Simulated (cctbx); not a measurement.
# What is wrong with this refinement?

Cell a = 5.3290 Å, b = 5.3290 Å, c = 10.3030 Å, α = 90.00°, β = 90.00°, γ = 90.00°; space group I-4 (no. 82).

The data are simulated with cctbx, not measured: Mo Kα, λ = 0.71073 Å, to d = 0.8 Å, 95 % of the full sphere, strongest reflection 20000 counts, noise from counting, a 6 % proportional error and a noise floor of 2 counts (s.d.); no absorption, and some extinction, which the refinements don't model.

An anisotropic refinement with weights 1/σ² prints:

```text
Rint 0.046, 305 unique reflections to 0.80 A
cycle     R1     wR2    GooF  max shift (A)
   1  0.3062  0.6305  15.194   0.05213
   3  0.2204  0.4566  11.003   0.00022
final R1 0.2204 wR2 0.4566 GooF 11.003  parameters 13  data/parameter 23.5
atom        x        y        z      Ueq    occ   su(xyz)  su(Uiso or U11)
In1    0.50000  0.50000  0.00000  -0.0112  1.000  0.00000  0.0022  NPD
In2    0.00000  0.50000  0.25000   0.0066  1.000  0.00000  0.0036
Mo1    0.28603  0.76309  0.36262   0.0068  1.000  0.00120  0.0032  NPD
difference map: max 60.99 min -10.81 rms 4.86
Q1    0.0000  0.0000  0.0000    2   60.99  2.30 A from Mo1
Q2    0.0000  0.0000  0.5000    2   56.86  0.00 A from In1
Q3    0.2490  0.2464  0.1343    8   48.41  0.19 A from Mo1
Q4    0.0000  0.5000  0.2500    2   42.80  0.00 A from In2
Q5    0.0000  0.5000  0.7500    2   29.63  2.06 A from Mo1
Q6    0.0002  0.4349  0.5034    8    7.44  2.03 A from Mo1
```

**Question.** Can this result stand? If not, what is the likely fault?

Mend it. The fault: an atom left out, Zn at (0, 0, 0). Against the right model at the same level, R1 goes from 0.0149 to 0.2204 and GooF from 0.94 to 11.00, U of In1 shrinks from 0.0093 to -0.0112 Å², the top difference peak, 61.0 e/Å³, lies 2.30 Å from Mo1 and In1 and Mo1 go non-positive-definite. Q1 is the missing atom. With scattering power missing, scale and phases suffer, so peaks may also grow on the heavy atoms.

The compound is ZnIn2Mo4. The right model at the same level gives:

```text
Rint 0.046, 305 unique reflections to 0.80 A
cycle     R1     wR2    GooF  max shift (A)
   1  0.0151  0.0395   0.955   0.00009
   2  0.0149  0.0388   0.939   0.00000
final R1 0.0149 wR2 0.0388 GooF 0.939  parameters 15  data/parameter 20.3
atom        x        y        z      Ueq    occ   su(xyz)  su(Uiso or U11)
In1    0.50000  0.50000  0.00000   0.0093  1.000  0.00000  0.0002
In2    0.00000  0.50000  0.25000   0.0101  1.000  0.00000  0.0002
Mo1    0.28073  0.77082  0.36208   0.0113  1.000  0.00011  0.0002
Zn1    0.00000  0.00000  0.00000   0.0135  1.000  0.00000  0.0004
Flack x: 0.01(3)
Hooft y: 0.010(38)  Bijvoet pairs: 141
difference map: max 0.48 min -0.81 rms 0.17
Q1    0.1616  0.1615  0.2599    8    0.48  1.42 A from Mo1
Q2    0.1540  0.1559  0.7480    8    0.44  1.37 A from Mo1
Q3    0.9913  0.2434  0.8017    8    0.43  1.29 A from Mo1
Q4    0.1220  0.7936  0.4904    8    0.43  1.28 A from In1
Q5    0.1568  0.1686  0.9960    8    0.40  1.23 A from Zn1
Q6    0.9906  0.3608  0.3607    8    0.38  1.36 A from In2
```

Isotropic U is held between 0.0001 and 1 Å² by the program, and listed peak heights are interpolated, so they can pass the grid's maximum.

The model is made up (kin elements in a known structure type, no relaxation), so it says nothing on whether the phase exists.

[Middle refinement cycles are left out of these outputs.]

[Logs are printed without paths, hosts, clocks, repeated set-up lines and the standing remarks that a program may print on its own settings, such as how far it seeks lower states.]
